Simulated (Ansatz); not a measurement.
# Structural relaxation of a frame of liquid (K,Li)2CO3 from 1000 K (114 atoms)

Aim: bring a frame of liquid (K,Li)2CO3 from 1000 K (114 atoms) to a nearby minimum of the energy and see what moves.

Program: Ansatz 0.2.0. Level of theory: Kohn-Sham DFT, PBE, PAW (set soft_2), plane waves. Results are calculated unless marked as measured.

### Step 1. The starting structure

The cell holds 114 atoms: 19 C, 57 O, 14 K and 24 Li. Its edges and angles: a = 11.746 Å, b = 11.746 Å, c = 11.746 Å, α = 90.0°, β = 90.0°, γ = 90.0°. 14 K+, 24 Li+, 19 CO3 2- placed at random, at 1.9 g/cm³; overlaps pushed apart, then 10 ps at 1400 K with harmonic planar carbonate ions with charges +1 on C and -1 on O; Joung-Cheatham ions (J. Phys. Chem. B 112, 9020 (2008)); charges of ions scaled by 0.8. Snapshot after 20 ps at 1000 K and fixed volume. The density is a measured one.

Before any run, some limits are plain. The network of bonds at the start is that of the classical potential that made the cell. Sampling is at Γ alone, for a cell whose shortest periodic width is 12 Å.

### Step 2. Single point at the start

The forces at the start show how far the geometry lies from a minimum of this functional.

File input.yaml:

```yaml
crystal:
  lattice:
    - [11.7456, 0.0, 0.0]
    - [0.0, 11.7456, 0.0]
    - [0.0, 0.0, 11.7456]
  atoms:
    - { symbol: C, position: [0.3633, 0.1179, 0.45497] }
    - { symbol: O, position: [0.29484, 0.03402, 0.415] }
    - { symbol: O, position: [0.40287, 0.12035, 0.56771] }
    - { symbol: O, position: [0.41166, 0.18058, 0.37875] }
    - { symbol: C, position: [0.89035, 0.57996, 0.72313] }
    - { symbol: O, position: [0.85636, 0.57921, 0.82511] }
    - { symbol: O, position: [0.85616, 0.65283, 0.65552] }
    - { symbol: O, position: [0.96551, 0.51657, 0.69556] }
    - { symbol: C, position: [0.03678, 0.77847, 0.0564] }
    - { symbol: O, position: [0.09845, 0.75915, 0.1472] }
    - { symbol: O, position: [0.9356, 0.82168, 0.07154] }
    - { symbol: O, position: [0.05096, 0.73998, 0.96079] }
    - { symbol: C, position: [0.13852, 0.80104, 0.4958] }
    - { symbol: O, position: [0.14044, 0.78504, 0.39087] }
    - { symbol: O, position: [0.1272, 0.89892, 0.52535] }
    - { symbol: O, position: [0.10772, 0.71394, 0.54823] }
    - { symbol: C, position: [0.15667, 0.06878, 0.95651] }
    - { symbol: O, position: [0.1145, 0.12912, 0.03912] }
    - { symbol: O, position: [0.09242, 0.03836, 0.87608] }
    - { symbol: O, position: [0.25945, 0.069, 0.96578] }
    - { symbol: C, position: [0.96463, 0.07016, 0.30421] }
    - { symbol: O, position: [0.90523, 0.14947, 0.33851] }
    - { symbol: O, position: [0.06397, 0.10048, 0.27962] }
    - { symbol: O, position: [0.93573, 0.96132, 0.32855] }
    - { symbol: C, position: [0.85025, 0.59352, 0.25826] }
    - { symbol: O, position: [0.87154, 0.50119, 0.31008] }
    - { symbol: O, position: [0.88504, 0.68389, 0.31784] }
    - { symbol: O, position: [0.78735, 0.61203, 0.17341] }
    - { symbol: C, position: [0.98445, 0.20653, 0.6155] }
    - { symbol: O, position: [0.95592, 0.29429, 0.55305] }
    - { symbol: O, position: [0.97523, 0.22196, 0.72274] }
    - { symbol: O, position: [0.94925, 0.11119, 0.58274] }
    - { symbol: C, position: [0.64902, 0.95055, 0.45931] }
    - { symbol: O, position: [0.64955, 0.05536, 0.44237] }
    - { symbol: O, position: [0.63454, 0.9092, 0.56085] }
    - { symbol: O, position: [0.6604, 0.88926, 0.36956] }
    - { symbol: C, position: [0.5615, 0.03984, 0.11462] }
    - { symbol: O, position: [0.64258, 0.07073, 0.16877] }
    - { symbol: O, position: [0.47429, 0.02227, 0.16973] }
    - { symbol: O, position: [0.57858, 0.01917, 0.00874] }
    - { symbol: C, position: [0.79749, 0.93652, 0.817] }
    - { symbol: O, position: [0.76223, 0.86431, 0.88441] }
    - { symbol: O, position: [0.89903, 0.91974, 0.78607] }
    - { symbol: O, position: [0.77706, 0.03924, 0.82054] }
    - { symbol: C, position: [0.42415, 0.59142, 0.53572] }
    - { symbol: O, position: [0.34136, 0.53416, 0.56968] }
    - { symbol: O, position: [0.53718, 0.57521, 0.55237] }
    - { symbol: O, position: [0.39922, 0.64363, 0.44371] }
    - { symbol: C, position: [0.39255, 0.82927, 0.83952] }
    - { symbol: O, position: [0.36366, 0.8203, 0.94259] }
    - { symbol: O, position: [0.44834, 0.91127, 0.81826] }
    - { symbol: O, position: [0.34686, 0.76614, 0.75192] }
    - { symbol: C, position: [0.12472, 0.45783, 0.37461] }
    - { symbol: O, position: [0.15706, 0.54227, 0.32816] }
    - { symbol: O, position: [0.07697, 0.37234, 0.32194] }
    - { symbol: O, position: [0.09713, 0.46967, 0.47444] }
    - { symbol: C, position: [0.59405, 0.33582, 0.27375] }
    - { symbol: O, position: [0.55767, 0.44023, 0.30205] }
    - { symbol: O, position: [0.63948, 0.27729, 0.34001] }
    - { symbol: O, position: [0.56362, 0.30386, 0.17621] }
    - { symbol: C, position: [0.87155, 0.35966, 0.03116] }
    - { symbol: O, position: [0.90903, 0.36917, 0.93091] }
    - { symbol: O, position: [0.76769, 0.39555, 0.05983] }
    - { symbol: O, position: [0.93977, 0.30764, 0.10134] }
    - { symbol: C, position: [0.19954, 0.40368, 0.88761] }
    - { symbol: O, position: [0.22583, 0.49592, 0.90822] }
    - { symbol: O, position: [0.18822, 0.32815, 0.96515] }
    - { symbol: O, position: [0.20414, 0.38932, 0.77505] }
    - { symbol: C, position: [0.68972, 0.22784, 0.70302] }
    - { symbol: O, position: [0.71706, 0.31748, 0.76716] }
    - { symbol: O, position: [0.59733, 0.17495, 0.73617] }
    - { symbol: O, position: [0.70989, 0.21922, 0.60649] }
    - { symbol: C, position: [0.49661, 0.56825, 0.00891] }
    - { symbol: O, position: [0.59891, 0.58658, 0.00295] }
    - { symbol: O, position: [0.46312, 0.57488, 0.90883] }
    - { symbol: O, position: [0.43471, 0.61552, 0.08644] }
    - { symbol: K, position: [0.24331, 0.01162, 0.19822] }
    - { symbol: K, position: [0.50361, 0.33283, 0.52036] }
    [... 30 atom lines left out ...]
    - { symbol: Li, position: [0.07842, 0.40776, 0.62652] }
    - { symbol: Li, position: [0.07243, 0.2591, 0.20173] }
    - { symbol: Li, position: [0.80922, 0.15171, 0.48435] }
    - { symbol: Li, position: [0.13054, 0.9861, 0.39017] }
    - { symbol: Li, position: [0.05741, 0.24212, 0.93521] }
    - { symbol: Li, position: [0.64474, 0.48531, 0.1569] }
kpoints:
  mp_grid: { grid: [1, 1, 1] }
hamiltonian:
  xc: pbe
scf:
  occupations: { method: fermi_dirac, width: 0.025 }
output:
  forces: true
  stress: true
  populations: true
  dos:
    method: { smearing: { sigma: 0.08 } }
    de: 0.1
    projected: { site_lists: { C: [C], K: [K], Li: [Li], O: [O] } }
  eigenvalues: true
```

Run with:

```
> ansatz run input.yaml --threads 4 --pin off --max-ram 8192MiB --backend cpu --events-out ev --progress --plain --runs-dir out
```

Numbers of over 12 decimals in the logs are rounded to 6 here.

The program printed:

```text
Engine: ansatz 0.2.0, x86_64-unknown-linux-gnu
Pseudopotentials: kind: paw
Pseudopotential: C, paw, valence charge 4, recommended cutoff 420 eV (normal), C.paw.azcp
Pseudopotential: O, paw, valence charge 6, recommended cutoff 420 eV (normal), O.paw.azcp
Pseudopotential: K, paw, valence charge 9, recommended cutoff 420 eV (normal), K.paw.azcp
Pseudopotential: Li, paw, valence charge 3, recommended cutoff 420 eV (normal), Li.paw.azcp
[... 5 lines on functional and potentials left out ...]
Crystal: 114 atoms, lattice volume = 1620.413 Å³
Basis set: ecut = 420 eV, 31559 PW (Γ), exchange–correlation on 160×160×160 points (8 copies of the dense FFT grid, shifted against one another)
Bands: 422, of which v1, the nominal top of the filled ones, is band 308 counted from 1 (307 counted from 0)
Symmetry: 1 space group operations
Space group: P1 (ITA 1), of the structure as read, at distance tolerance 1.2e-4 Å
k-points: 1
[... 9 lines on functional and potentials left out ...]
Initial density: superposition of atomic densities (neutral atoms: chi_scale 0, normalization atom), corrected by the library's trained network
Initial wavefunctions: pseudopotential atomic-orbital guess
Functional: x = pbe(κ = 0.804, μ = 0.219515), c = pbe(β = 0.066725)
SCF iter   1: F=—  HF=-63593.642158 eV  |F-HF|=—  |Δ(HF+E_count)|=         —  Δρ=3.06e-3  dr2=3.04e-1  ethr=1.77e-3  ⟨swp⟩=6.0  Hψ=1819  notcnv=0  defer=56
preconditioner: auto → Resta (q_TF=auto, 2.322 Å⁻¹)  ε∞=2.9  [insulator: Δε(μ)=2.383 eV  Ē_g=15.532 eV  σ=0.025 eV  W_gap=1.00  n_scr=340 (ndim 8)  ℏωp=21.4 eV  f_vac=0.195  D(μ)=0.00/eV (n_scr^D=0)  ε∞_Penn≈2.9]
SCF iter   2: F=—  HF=-63593.586915 eV  |F-HF|=—  |Δ(HF+E_count)|=   5.52e-2  Δρ=1.55e-3  dr2=7.74e-2  ethr=4.93e-5  ⟨swp⟩=2.0  Hψ=750  notcnv=0  defer=108
SCF iter   3: F=—  HF=-63593.583455 eV  |F-HF|=—  |Δ(HF+E_count)|=   3.46e-3  Δρ=8.48e-4  dr2=2.60e-2  ethr=1.26e-5  ⟨swp⟩=4.0  Hψ=581  notcnv=0  defer=108
SCF iter   4: F=—  HF=-63593.579584 eV  |F-HF|=—  |Δ(HF+E_count)|=   3.87e-3  Δρ=4.21e-4  dr2=3.72e-3  ethr=4.21e-6  ⟨swp⟩=4.0  Hψ=578  notcnv=0  defer=108
SCF iter   5: F=—  HF=-63593.579368 eV  |F-HF|=—  |Δ(HF+E_count)|=   2.15e-4  Δρ=2.17e-4  dr2=6.96e-4  ethr=6.04e-7  ⟨swp⟩=2.0  Hψ=746  notcnv=0  defer=109
SCF iter   6: F=—  HF=-63593.579421 eV  |F-HF|=—  |Δ(HF+E_count)|=   5.27e-5  Δρ=7.16e-5  dr2=7.62e-5  ethr=1.13e-7  ⟨swp⟩=2.0  Hψ=571  notcnv=0  defer=109
SCF iter   7: F=—  HF=-63593.579387 eV  |F-HF|=—  |Δ(HF+E_count)|=   3.43e-5  Δρ=3.00e-5  dr2=1.36e-5  ethr=1.24e-8  ⟨swp⟩=2.0  Hψ=618  notcnv=0  defer=109
SCF iter   8: F=—  HF=-63593.579389 eV  |F-HF|=—  |Δ(HF+E_count)|=   2.42e-6  Δρ=1.23e-5  dr2=2.42e-6  ethr=2.21e-9  ⟨swp⟩=2.0  Hψ=572  notcnv=0  defer=109
SCF iter   9: F=—  HF=-63593.579390 eV  |F-HF|=—  |Δ(HF+E_count)|=   1.36e-6  Δρ=4.40e-6  dr2=3.37e-7  ethr=3.93e-10  ⟨swp⟩=2.0  Hψ=568  notcnv=0  defer=109
SCF iter  10: F=-63593.579391 eV  HF=-63593.579391 eV  |F-HF|=2.57e-8  |Δ(HF+E_count)|=   2.25e-7  Δρ=2.57e-6  dr2=9.90e-8  ethr=1.62e-11  ⟨swp⟩=15.0  Hψ=2478  notcnv=0
SCF 1 converged in 10 iterations: F = -63593.579391 eV  dr2 = 9.90e-8
  greatest PAW one-centre occupation: 1.000 electrons in one spin orbital (limit 2), on the Li atom at site 93 (counted from 0), in its partial waves of l = 0
SCF converged after 10 iterations
Free energy (F): -63593.579391 eV
Harris-Foulkes:  -63593.579391 eV  (|F-HF|=2.57e-8)
Internal energy: -63593.579391 eV  (E = F + TS)
E sigma→0 (E₀):  -63593.579391 eV
Fermi energy:    4.443801 eV
--- Per-component energies (eV) ---
  E_band       = -6069.914872
  E_kinetic    = 15932.213249
  E_local      = -47305.131775  (includes V_loc(G=0)·N_el)
  E_nonlocal   = 2664.871220
  E_hartree    = 17352.593680
  E_xc         = -7282.816411
  E_vxc        = -9153.030895  (∫ρ·V_xc dr)
  E_paw        = -22381.542310  (= ΣΔE_a)
  E_vpaw       = -2914.157423  (= ΣTr[D̂ρ^β])
  E_aug_tail   = 0.143060  (compensation charges beyond the density's cutoff)
  E_ewald      = -22573.910102
  E_smearing   = -0.000000  (= −TS)
  E_closure    = 0.000000  (closes the sum)
  Σ components = -63593.579391   (vs F -63593.579391, Δ=0.00e0)
--- Forces (eV/Å), atoms counted from 1 ---
  atom   1  C      1.07128553    -2.61197947     0.36157049
  atom   2  O      0.80735729     1.99417723     1.75570710
  atom   3  O     -1.51318610    -0.11047822    -3.54317919
  atom   4  O     -0.42337813     0.81724671     0.63370740
  atom   5  C     -0.37973999     1.94219750     0.82468597
  atom   6  O     -2.53313589     0.13914365     4.13346382
  atom   7  O     -2.66858923     3.32150413    -3.08040777
  atom   8  O      4.59446386    -5.64226558    -1.83051420
  atom   9  C     -2.17027482     0.06468157     3.96258953
  atom  10  O      0.60305825     0.42474361    -0.84726101
  atom  11  O     -0.85980210     2.04202922     0.55745638
  atom  12  O      2.35022113    -2.03818783    -4.38967047
  atom  13  C     -3.10456586    -1.39462869    -2.54228621
  atom  14  O      2.07030229    -0.28377519    -5.98690322
[...]
atom 113  Li    -0.20996687    -0.00451510     0.27465952
  atom 114  Li     0.31997826     0.48082664    -0.77993676
  max |Σ_I F_I| component: 9.80e-5 eV/Å
--- Stress (GPa, compression-positive) ---
        4.465935      -0.197755      -1.994470
       -0.197753       6.810439       0.095038
       -1.994469       0.095038       7.790553
  P = ⅓ Tr σ = 6.3556 GPa (63.556 kbar)
--- Band table (eV) ---
  k-point 0: bands = ["-43.4836", "-42.8952", "-42.7777", "-42.6530", [... 406 levels ...], "11.4530", "11.4891", "11.4921", "11.5622", "11.6225", "11.6753", "11.7010", "11.7271", "11.7837", "11.8346", "11.8608", "11.8858"]
--- Löwdin populations: 114 sites ---
  site symbol       q [e]
     0      C      3.3709
     1      O      6.6710
     2      O      6.6979
[...]
113     Li      2.2437
  spilling = 0.009398 (of n_electrons = 616.000000)
```

Elapsed: 33 s, on 4 threads of AMD EPYC 7R43, shared host; peak memory 2.2 GiB.

Read from the output:

```yaml
free_energy: -63593.5794 eV
free_energy_per_atom: -557.8384 eV/atom
scf_cycles: 10
pressure: 6.356 GPa
r_m_s_force_component: 2.487 eV/Å
longest_force: 12.87 eV/Å
fermi_energy: 4.444 eV
spacing_of_highest_filled_and_lowest_empty_level: 1.778 eV
spilling_of_the_projection: 0.009398
```

The r.m.s. force component of 2.5 eV/Å and the pressure of 6.4 GPa set the starting point.

Length of the force by element:

| element | coordination | atoms | mean length of the force (eV/Å) | spread | least | most |
| --- | --- | --- | --- | --- | --- | --- |
| C | all | 19 | 4.95 | 2.10 | 1.36 | 9.97 |
| K | all | 14 | 0.551 | 0.236 | 0.288 | 0.907 |
| Li | all | 24 | 0.655 | 0.351 | 0.187 | 1.88 |
| O | all | 57 | 4.43 | 2.75 | 0.502 | 12.9 |

[end of part 1 of 3]

[Logs are printed without paths, hosts, clocks, repeated set-up lines and the standing remarks that a program may print on its own settings, such as how far it seeks lower states.]

[Hosts, paths, dates, database ids (printed as entryN), source tags and the programs' standing remarks are cut or masked in the printed files.]
